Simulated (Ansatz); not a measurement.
# AlAs(110) slabs: ionisation potential against thickness (PBEsol, PAW set soft_1)

How thick must AlAs(110) slabs be for steady band edges?

All values are computed: Ansatz 0.2.0, PBEsol, plane waves, PAW set soft_1, scalar-relativistic unless marked; slabs or sheets with vacuum, the vacuum level from the planar mean of the electrostatic potential. 1×1 cells on a fixed bulk lattice, relaxed; L is the slab's thickness including one mean plane spacing.

```
L (Å)  planes  ionisation potential (eV)  affinity (eV)  gap (eV)
 10.5       5                       5.38           4.67      0.71
 14.5       7                       5.35           4.61      0.74
 18.5       9                       5.34           4.50      0.84
 22.5       ?                          ?              ?         ?
 30.6      15                       5.35           4.46      0.89
```

**Fit.** The shown values lie within 0.02 eV of their mean, 5.36 eV, with no steady drift. The mean serves as the estimate. The gap goes from 0.71 to 0.89 eV, so it doesn't close as confined bulk bands would. In the thickest slab the lowest empty level (37 % in the top region, 0 % in the middle) keeps to the faces, so a surface state forms that edge.

**The withheld row.** The prediction is the mean = 5.36 eV. The run gave planes 11, ionisation potential 5.35 eV, affinity 4.49 eV, gap 0.86 eV. The miss in ionisation potential is -0.01 eV, within the scatter of the fitted rows.

Kohn–Sham gaps are too small, so the affinities are too large and the ionisation potentials usually too small; differences between like compounds are more trustworthy than the values.

[Logs are printed without paths, hosts, clocks, repeated set-up lines and the standing remarks that a program may print on its own settings, such as how far it seeks lower states.]
